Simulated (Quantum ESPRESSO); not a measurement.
## GaN, zinc blende: band edges under a change of volume

How fast do the gaps move when the cell is scaled evenly?

Calculated with Quantum ESPRESSO 7.5, PBEsol, PseudoDojo 0.4.1 norm-conserving potentials, cutoff 1170 eV, Fermi–Dirac smearing 0.02 eV, k-mesh 11×11×11, no spin polarisation, no spin-orbit coupling.

Reference cell, relaxed at zero pressure with PBEsol (F-43m): a = 3.1817 Å, b = 3.1817 Å, c = 3.1817 Å, α = 60.00°, β = 60.00°, γ = 60.00°.

```csv
atom,x,y,z
Ga,0.0000,0.0000,0.0000
N,0.7500,0.7500,0.7500
```

Levels are read on the k-mesh and along lines from Γ to X = (0.5, 0, 0.5), L = (0.5, 0.5, 0.5), K = (0.375, 0.375, 0.75) and W = (0.5, 0.25, 0.75) in the reciprocal basis of this cell (the letters only name these points), and count from the highest filled level.

| ln(V/V0) | gap (eV) | direct gap at Γ (eV) |
| --- | --- | --- |
| −0.0619 | 2.138 | 2.138 |
| −0.0408 | 2.002 | 2.002 |
| −0.0202 | 1.868 | 1.868 |
| 0.0000 | 1.737 | 1.737 |
| 0.0198 | 1.609 | 1.609 |
| 0.0583 | 1.362 | 1.362 |

**Question.** Fit the direct gap at Γ and give it at ln(V/V0) = 0.0392, a row left out above.

A straight line through the 6 rows: the means are −0.007467 for ln(V/V0) and 1.786 for the level, Σ(Δx)² = 0.009361 and ΣΔxΔy = −0.06048, so the slope is −0.06048/0.009361 = −6.4612 and the intercept 1.786 − (−6.4612)(−0.007467) = 1.7378.

The slope is the volume deformation potential of this gap, −6.46 eV, as a mean over the range. The line gives 1.484 eV. The run itself gives 1.484 eV, so the estimate misses by 0.000 eV, a rounding's worth.

The gap is direct at Γ in every row. Semilocal functionals give gaps that are too small, and the error differs from valley to valley, so the order of close valleys can be wrong too.

[Logs are printed without paths, hosts, clocks, repeated set-up lines and the standing remarks that a program may print on its own settings, such as how far it seeks lower states.]
